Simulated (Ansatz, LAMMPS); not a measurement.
**liquid mixture of dimethylformamide and H2O at 300 K (204 atoms): close-ups with forces and charges**

Density of this cell: 0.985 g/cm³. The cell holds 204 atoms: 15 C, 5 N, 53 O and 131 H. Cell: a = 12.753 Å, b = 12.753 Å, c = 12.753 Å, α = 90.0°, β = 90.0°, γ = 90.0°. 5 dimethylformamide, 48 H2O placed at random, at 0.985 g/cm³; overlaps pushed apart, then 10 ps at 450 K with MMFF94 bonds, angles, torsions, charges and radii (Halgren, J. Comput. Chem. 17, 490 (1996)) in harmonic and 12-6 forms; SPC/E water (Berendsen, Grigera and Straatsma, J. Phys. Chem. 91, 6269 (1987)). Snapshot after 20 ps at 300 K and fixed volume.

Computed with Ansatz 0.2.0: Kohn-Sham DFT, PBE+D4, PAW (set soft_2), plane waves; cutoff 420 eV, Γ point, fixed occupations. Geometry: the geometry as built.

The whole cell was solved; only parts of it are printed.

The surroundings of N2, which bears the longest force, nearest first, numbered as they follow in the input and with coordinates relative to it.

| atom | x | y | z | distance (Å) | bonds | Löwdin charge (e) | Fx | Fy | Fz (eV/Å) |
| --- | --- | --- | --- | --- | --- | --- | --- | --- | --- |
| N2 | 0.00 | 0.00 | 0.00 | 0.00 | 3 | -0.05 | 4.39 | 0.28 | 0.23 |
| C1 | -1.30 | -0.45 | 0.04 | 1.38 | 4 | -0.39 | -1.16 | -0.49 | 0.98 |
| C4 | 1.12 | -0.80 | 0.01 | 1.38 | 3 | 0.31 | -1.25 | 0.34 | -0.45 |
| C3 | 0.16 | 1.41 | -0.30 | 1.45 | 4 | -0.37 | 1.43 | -0.71 | 1.03 |
| H9 | 0.11 | 1.44 | -1.32 | 1.96 | 1 | 0.21 | -0.69 | 0.93 | -2.60 |
| H7 | -1.97 | 0.25 | -0.39 | 2.02 | 1 | 0.22 | -0.74 | 0.85 | -1.20 |
| H6 | -1.42 | -1.41 | -0.36 | 2.03 | 1 | 0.23 | -0.20 | -1.49 | -0.78 |
| H8 | -1.68 | -0.47 | 1.04 | 2.03 | 1 | 0.22 | -0.29 | -0.34 | 1.43 |
| H11 | -0.60 | 1.95 | 0.21 | 2.05 | 1 | 0.21 | -0.78 | 0.92 | 0.45 |
| H12 | 2.11 | -0.26 | -0.18 | 2.13 | 1 | 0.16 | -1.09 | -0.47 | 0.38 |
| H10 | 1.16 | 1.82 | -0.10 | 2.16 | 1 | 0.21 | -0.04 | -0.23 | 0.56 |
| O5 | 1.03 | -2.04 | 0.14 | 2.29 | 1 | -0.46 | 0.29 | 0.34 | 0.27 |
| H104 | 0.18 | -2.84 | 1.58 | 3.25 | 1 | 0.39 | 0.00 | -0.58 | 0.56 |
| H54 | -0.40 | 0.36 | -3.26 | 3.31 | 1 | 0.23 | 0.62 | -1.37 | 0.95 |
| H143 | 1.23 | -0.30 | 3.29 | 3.53 | 1 | 0.40 | 0.57 | -0.72 | 0.08 |
| H159 | 3.04 | 1.12 | 1.67 | 3.64 | 1 | 0.39 | 0.69 | 0.30 | -0.74 |
| O142 | 2.21 | -0.25 | 3.09 | 3.81 | 2 | -0.70 | -0.18 | -0.19 | -0.07 |
| H55 | -1.91 | 1.40 | -3.09 | 3.90 | 1 | 0.21 | 0.93 | -0.07 | 0.24 |
| O157 | 3.62 | 1.27 | 0.87 | 3.93 | 2 | -0.70 | -0.40 | -0.06 | 0.22 |
| C49 | -1.02 | 1.08 | -3.69 | 3.98 | 4 | -0.36 | -1.83 | 1.73 | -1.74 |
| H98 | 1.50 | -3.72 | -0.50 | 4.04 | 1 | 0.40 | 0.39 | -0.47 | -0.71 |
| O17 | 2.46 | 1.18 | -2.98 | 4.04 | 1 | -0.44 | -1.90 | -0.54 | -1.19 |

The surroundings of N50, one of the 5 N atoms, nearest first, numbered as they follow in the input and with coordinates relative to it.

| atom | x | y | z | distance (Å) | bonds | Löwdin charge (e) | Fx | Fy | Fz (eV/Å) |
| --- | --- | --- | --- | --- | --- | --- | --- | --- | --- |
| N50 | 0.00 | 0.00 | 0.00 | 0.00 | 3 | -0.05 | 1.69 | -1.30 | -0.42 |
| C52 | 0.27 | -1.31 | -0.37 | 1.39 | 3 | 0.30 | -0.89 | 2.82 | 0.32 |
| C51 | -0.87 | 0.88 | -0.77 | 1.46 | 4 | -0.32 | -0.67 | 0.00 | -0.03 |
| C49 | 0.66 | 0.57 | 1.23 | 1.51 | 4 | -0.36 | -1.83 | 1.73 | -1.74 |
| H55 | -0.23 | 0.89 | 1.83 | 2.05 | 1 | 0.21 | 0.93 | -0.07 | 0.24 |
| H57 | -1.79 | 1.00 | -0.12 | 2.05 | 1 | 0.21 | 0.39 | 0.12 | -1.07 |
| H60 | -0.21 | -1.60 | -1.32 | 2.09 | 1 | 0.18 | 0.08 | -0.16 | 0.16 |
| H54 | 1.28 | -0.15 | 1.66 | 2.10 | 1 | 0.23 | 0.62 | -1.37 | 0.95 |
| H59 | -0.41 | 1.88 | -0.92 | 2.14 | 1 | 0.19 | -0.04 | -0.46 | 0.23 |
| H58 | -1.08 | 0.47 | -1.81 | 2.16 | 1 | 0.21 | -0.05 | 0.14 | 1.28 |
| H56 | 1.35 | 1.45 | 1.00 | 2.21 | 1 | 0.20 | -0.97 | -0.69 | -0.05 |
| O53 | 0.97 | -2.05 | 0.34 | 2.29 | 1 | -0.42 | -0.66 | -0.21 | -0.50 |
| H180 | 2.49 | -0.89 | -0.70 | 2.74 | 1 | 0.40 | 1.26 | 0.78 | 0.26 |
| H192 | -0.10 | -2.63 | 1.60 | 3.08 | 1 | 0.38 | -0.56 | -0.76 | 0.62 |
| O178 | 3.28 | -0.28 | -0.68 | 3.36 | 2 | -0.69 | -0.42 | -0.37 | 0.36 |
| H168 | 2.19 | -2.59 | 0.92 | 3.52 | 1 | 0.38 | 0.72 | -0.63 | 0.42 |
| H179 | 3.61 | -0.19 | 0.26 | 3.62 | 1 | 0.40 | -0.58 | -0.14 | -0.65 |
| H63 | -1.97 | -1.49 | 2.80 | 3.74 | 1 | 0.38 | -0.64 | 0.29 | 0.44 |
| O190 | -0.81 | -3.05 | 2.17 | 3.83 | 2 | -0.73 | 0.04 | 0.58 | -0.06 |
| H108 | 0.34 | -0.99 | -3.69 | 3.84 | 1 | 0.38 | 0.83 | -0.98 | -0.24 |
| H31 | 0.84 | 3.74 | 0.35 | 3.85 | 1 | 0.20 | -0.35 | -0.31 | 0.29 |
| H119 | -2.42 | -2.46 | -1.97 | 3.97 | 1 | 0.39 | -1.08 | -0.36 | 0.63 |
| H46 | 1.66 | 2.21 | -2.88 | 3.99 | 1 | 0.19 | 0.07 | -0.07 | -0.79 |

The surroundings of O193, picked at random, nearest first, numbered as they follow in the input and with coordinates relative to it.

| atom | x | y | z | distance (Å) | bonds | Löwdin charge (e) | Fx | Fy | Fz (eV/Å) |
| --- | --- | --- | --- | --- | --- | --- | --- | --- | --- |
| O193 | 0.00 | 0.00 | 0.00 | 0.00 | 2 | -0.72 | -0.34 | -0.48 | 0.18 |
| H194 | -0.53 | -0.85 | 0.02 | 1.00 | 1 | 0.38 | 0.31 | 0.80 | 0.79 |
| H195 | -0.02 | 0.43 | 0.90 | 1.00 | 1 | 0.39 | -0.21 | -0.21 | -0.59 |
| H150 | -0.31 | 0.04 | -1.70 | 1.73 | 1 | 0.39 | 0.87 | 0.11 | -0.40 |
| H204 | 1.87 | 0.37 | -0.97 | 2.14 | 1 | 0.41 | 0.28 | -1.26 | -0.58 |
| O148 | -0.05 | 0.06 | -2.67 | 2.67 | 2 | -0.68 | -0.57 | -0.57 | -0.90 |
| O76 | 0.03 | 1.67 | 2.12 | 2.70 | 2 | -0.67 | 0.88 | 0.36 | 0.54 |
| H203 | 2.15 | -1.22 | -1.22 | 2.75 | 1 | 0.39 | -0.34 | 0.57 | 0.76 |
| O163 | -1.93 | -1.95 | 0.50 | 2.79 | 2 | -0.70 | -0.44 | -0.07 | -0.21 |
| O202 | 2.29 | -0.30 | -1.58 | 2.80 | 2 | -0.69 | 0.47 | 0.24 | 0.11 |
| H149 | 0.87 | -0.33 | -2.77 | 2.92 | 1 | 0.39 | -0.71 | 0.76 | 0.98 |
| H201 | 1.12 | -2.70 | 0.52 | 2.97 | 1 | 0.41 | 0.41 | -0.53 | -1.09 |
| H80 | 0.29 | 3.00 | 0.97 | 3.17 | 1 | 0.37 | -0.40 | 0.61 | -0.20 |
| O199 | 1.68 | -2.70 | -0.31 | 3.19 | 2 | -0.70 | -0.26 | -0.22 | -0.32 |
| H78 | -0.82 | 1.76 | 2.65 | 3.28 | 1 | 0.40 | 0.36 | 0.37 | -0.16 |
| H164 | -2.25 | -2.40 | -0.33 | 3.31 | 1 | 0.38 | 0.24 | -0.23 | 1.08 |
| H77 | 0.78 | 2.12 | 2.62 | 3.46 | 1 | 0.40 | -1.06 | -0.67 | -0.03 |
| H165 | -2.48 | -2.26 | 1.28 | 3.59 | 1 | 0.39 | 0.16 | -0.03 | -0.74 |
| H111 | -0.60 | 1.60 | -3.24 | 3.66 | 1 | 0.39 | 0.74 | 0.70 | -0.11 |
| H200 | 1.31 | -3.35 | -0.96 | 3.73 | 1 | 0.39 | 0.02 | 0.50 | 0.91 |
| O79 | 0.15 | 3.82 | 0.42 | 3.85 | 2 | -0.68 | 0.60 | -0.47 | -0.02 |
| H44 | -3.44 | 1.31 | -1.24 | 3.89 | 1 | 0.21 | -0.16 | -0.03 | -0.35 |
| H65 | -1.04 | -3.58 | 1.32 | 3.95 | 1 | 0.39 | 0.85 | -0.54 | 0.29 |
| H153 | 1.63 | 3.57 | -0.51 | 3.96 | 1 | 0.38 | 0.13 | -0.23 | 0.43 |
| H42 | -3.76 | 1.19 | 0.45 | 3.97 | 1 | 0.20 | -0.26 | -0.18 | 0.43 |
| H158 | -0.72 | -1.43 | -3.67 | 4.00 | 1 | 0.38 | -0.47 | -0.61 | 0.79 |
| H159 | -1.62 | -2.54 | -2.87 | 4.16 | 1 | 0.39 | 0.69 | 0.30 | -0.74 |
| O64 | -0.15 | -4.00 | 1.43 | 4.26 | 2 | -0.68 | -0.50 | -0.16 | 0.34 |
| H152 | 3.03 | 3.01 | 0.13 | 4.27 | 1 | 0.39 | -0.70 | 0.30 | -1.03 |
| H18 | -0.91 | -0.71 | 4.16 | 4.32 | 1 | 0.22 | 0.12 | -0.50 | -0.51 |
| O109 | -0.63 | 2.57 | -3.45 | 4.35 | 2 | -0.74 | 0.20 | 0.24 | -0.20 |
| O151 | 2.61 | 3.44 | -0.67 | 4.37 | 2 | -0.67 | 0.60 | -0.26 | 0.39 |
| O29 | -2.47 | 1.94 | 3.05 | 4.37 | 1 | -0.46 | -1.47 | 0.57 | 0.05 |
| H114 | 3.28 | -0.84 | -2.88 | 4.44 | 1 | 0.38 | 0.40 | -0.41 | -0.37 |
| O157 | -1.04 | -2.38 | -3.67 | 4.50 | 2 | -0.70 | -0.40 | -0.06 | 0.22 |
| C37 | -4.25 | 1.43 | -0.50 | 4.51 | 4 | -0.36 | 0.20 | 0.80 | -0.61 |
| H110 | 0.30 | 2.92 | -3.55 | 4.61 | 1 | 0.40 | -0.98 | -0.53 | 0.36 |
| H137 | -1.83 | 4.13 | 1.00 | 4.62 | 1 | 0.40 | -0.09 | 1.38 | 0.30 |
| H47 | -4.34 | -1.10 | -1.37 | 4.69 | 1 | 0.21 | 0.59 | -0.25 | -0.46 |
| H81 | 0.65 | 4.59 | 0.83 | 4.71 | 1 | 0.38 | -0.74 | -0.16 | -0.07 |
| H19 | 0.74 | -0.22 | 4.64 | 4.71 | 1 | 0.23 | 0.95 | 0.04 | -0.15 |
| H46 | -4.68 | -0.94 | 0.41 | 4.79 | 1 | 0.19 | 0.07 | -0.07 | -0.79 |
| O142 | -2.45 | -3.90 | -1.45 | 4.83 | 2 | -0.70 | -0.18 | -0.19 | -0.07 |
| H32 | -4.35 | 0.67 | 2.32 | 4.97 | 1 | 0.20 | 0.10 | 0.15 | -0.17 |
| C13 | -0.19 | -0.63 | 4.97 | 5.01 | 4 | -0.37 | -1.72 | -0.49 | 1.48 |
| H74 | 0.05 | -3.84 | -3.25 | 5.03 | 1 | 0.38 | 0.12 | -0.35 | 0.66 |

Neighbours are counted within 1.21 Å (H-O), 1.34 Å (H-C), 1.68 Å (O-C), 1.79 Å (C-N).

Length of the force by element and coordination:

| element | coordination | atoms | mean length of the force (eV/Å) | spread | least | most |
| --- | --- | --- | --- | --- | --- | --- |
| C | all | 15 | 1.92 | 0.884 | 0.504 | 3.60 |
| C | 3 | 5 | 2.43 | 0.794 | 1.37 | 3.60 |
| C | 4 | 10 | 1.67 | 0.818 | 0.504 | 3.07 |
| H | all | 131 | 0.972 | 0.413 | 0.217 | 2.85 |
| N | all | 5 | 2.52 | 1.38 | 0.333 | 4.41 |
| O | all | 53 | 0.758 | 0.378 | 0.113 | 2.31 |
| O | 1 | 5 | 1.24 | 0.636 | 0.521 | 2.31 |
| O | 2 | 48 | 0.708 | 0.299 | 0.113 | 1.35 |

Löwdin charges by element and coordination (they lack the spilled electrons, 0.031 e an atom on average):

| element | coordination | atoms | mean charge (e) | spread | least | most |
| --- | --- | --- | --- | --- | --- | --- |
| C | all | 15 | -0.136 | 0.308 | -0.391 | 0.309 |
| C | 3 | 5 | 0.300 | 0.0091 | 0.284 | 0.309 |
| C | 4 | 10 | -0.353 | 0.0222 | -0.391 | -0.315 |
| H | all | 131 | 0.340 | 0.0824 | 0.163 | 0.413 |
| N | all | 5 | -0.0542 | 0.0048 | -0.0604 | -0.0489 |
| O | all | 53 | -0.675 | 0.0785 | -0.742 | -0.422 |
| O | 1 | 5 | -0.441 | 0.0163 | -0.463 | -0.422 |
| O | 2 | 48 | -0.699 | 0.0216 | -0.742 | -0.650 |

The force components of 0.69 eV/Å r.m.s. hold both thermal displacement and the mismatch between the potential that made the cell and DFT, above all in bond lengths inside molecules. The network of contacts between molecules at the start is that of the classical potential that made the cell, and needn't be the one that DFT or experiment would give. The density was typed from a rule of thumb and may lie off the real one at this temperature. Only the Γ point is sampled, in a cell whose shortest periodic width is 13 Å. The Löwdin charges lack the electrons that the projection spills, 0.031 e an atom on average.

[Hosts, paths, dates, database ids (printed as entryN), source tags and the programs' standing remarks are cut or masked in the printed files.]

[The MMFF94 radii named for the starting cell were scaled by 0.96; in molecules described by MMFF94, hydrogen bound to N, O or S took a small fixed 12-6 site in their place.]
